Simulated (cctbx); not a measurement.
## Occupancies in Ho3CrSe6

Cell a = 13.9710 Å, b = 16.6180 Å, c = 3.8040 Å, α = 90.00°, β = 90.00°, γ = 90.00°; space group Pnnm (no. 58); nominal formula Ho3CrSe6.

Simulated single-crystal data (cctbx): Mo Kα, λ = 0.71073 Å, to d = 0.7 Å, 95 % of the full sphere, strongest reflection 20000 counts, noise from counting, a 6 % proportional error and a noise floor of 15 counts (s.d.); no absorption, and some extinction, which the refinements don't model.

With every site full:

```text
Rint 0.079, 1536 unique reflections to 0.70 A
cycle     R1     wR2    GooF  max shift (A)
   1  0.0812  0.1634   2.905   0.00255
   2  0.0294  0.0591   1.050   0.00000
final R1 0.0294 wR2 0.0591 GooF 1.050  parameters 62  data/parameter 24.8
atom        x        y        z      Ueq    occ   su(xyz)  su(Uiso or U11)
Ho1    0.81592  0.35387  0.50000   0.0120  1.000  0.00004  0.0002
Ho2    0.25253  0.40235  0.50000   0.0158  1.000  0.00004  0.0002
Ho3    0.05069  0.22118  0.50000   0.0122  1.000  0.00004  0.0002
Se1    0.92184  0.07803  0.50000   0.0140  1.000  0.00008  0.0005
Se2    0.60340  0.74812  0.50000   0.0152  1.000  0.00008  0.0005
Se3    0.01964  0.40113  0.50000   0.0150  1.000  0.00008  0.0005
Se4    0.68260  0.98263  0.50000   0.0164  1.000  0.00009  0.0005
Se5    0.68412  0.21522  0.50000   0.0174  1.000  0.00009  0.0005
Se6    0.62287  0.39049  0.50000   0.0172  1.000  0.00009  0.0005
Cr2    0.50000  0.50000  0.50000   0.0185  1.000  0.00000  0.0012
Cr3    0.50000  0.00000  0.50000   0.0028  1.000  0.00000  0.0008
difference map: max 4.45 min -3.22 rms 0.66
Q1    0.0059  0.4734  0.0000    4    4.59  0.45 A from Cr3
Q2    0.0129  0.3135  0.0000    4    2.57  1.95 A from Se2
Q3    0.1911  0.4810  0.0000    4    2.46  0.62 A from Se4
Q4    0.1626  0.5116  0.3833    8    2.42  1.49 A from Se4
Q5    0.0778  0.1881  0.0000    4    2.33  1.45 A from Se6
Q6    0.1075  0.0847  0.5000    4    2.28  1.96 A from Se6
```

With the occupancies of the suspect sites free, each still typed as its main element:

```text
Rint 0.079, 1536 unique reflections to 0.70 A
cycle     R1     wR2    GooF  max shift (A)
   1  0.0548  0.1116   1.986   0.00024
  20  0.0266  0.0528   0.938   0.00002
final R1 0.0266 wR2 0.0527 GooF 0.937  parameters 64  data/parameter 24.0
atom        x        y        z      Ueq    occ   su(xyz)  su(Uiso or U11)
Ho1    0.81592  0.35388  0.50000   0.0124  1.000  0.00003  0.0002
Ho2    0.25253  0.40234  0.50000   0.0144  0.961  0.00004  0.0002
Ho3    0.05069  0.22117  0.50000   0.0126  1.000  0.00003  0.0002
Se1    0.92183  0.07805  0.50000   0.0144  1.000  0.00007  0.0004
Se2    0.60341  0.74811  0.50000   0.0156  1.000  0.00007  0.0004
Se3    0.01961  0.40111  0.50000   0.0154  1.000  0.00008  0.0004
Se4    0.68253  0.98261  0.50000   0.0167  1.000  0.00008  0.0004
Se5    0.68410  0.21521  0.50000   0.0178  1.000  0.00008  0.0005
Se6    0.62286  0.39049  0.50000   0.0176  1.000  0.00008  0.0005
Cr2    0.50000  0.50000  0.50000   0.0188  1.000  0.00000  0.0011
Cr3    0.50000  0.00000  0.50000   0.0070  1.099  0.00000  0.0009
su of occupancy Ho2: 0.003
su of occupancy Cr3: 0.011
difference map: max 2.57 min -3.26 rms 0.63
Q1    0.0055  0.4698  0.0000    4    2.63  0.51 A from Cr3
Q2    0.0137  0.3132  0.0000    4    2.45  1.96 A from Se2
Q3    0.2396  0.3283  0.5000    4    2.34  1.24 A from Ho2
Q4    0.1629  0.5114  0.3841    8    2.34  1.49 A from Se4
Q5    0.0957  0.5425  0.5000    4    2.29  1.86 A from Se3
Q6    0.1078  0.3008  0.2980    8    2.25  1.58 A from Se5
```

**Question.** What is the disorder?

X-rays count electrons. Ho2 refines to 0.961(0.003), or 64.4 electrons; the site truly holds 0.95 Ho and 0.05 Cr, 64.8 electrons, which is 0.968 of Ho; Cr3 refines to 1.099(0.011), or 26.4 electrons; the site truly holds 0.9 Cr and 0.1 Ho, 28.3 electrons, which is 1.179 of Cr. A value under 1 can't tell vacancies from a lighter guest, and one over 1 needs a heavier guest; chemistry or a second radiation must settle which. Occupancy correlates with U and the scale, and the two elements' form factors differ in shape, so the match is approximate.

Freeing them takes R1 from 0.0294 to 0.0266 and GooF from 1.05 to 0.94.

The model was made for the exercise: a known structure type with other elements put in, its volume estimated, not relaxed; displacement parameters are assumed.

[Middle refinement cycles are left out of these outputs.]

[Logs are printed without paths, hosts, clocks, repeated set-up lines and the standing remarks that a program may print on its own settings, such as how far it seeks lower states.]
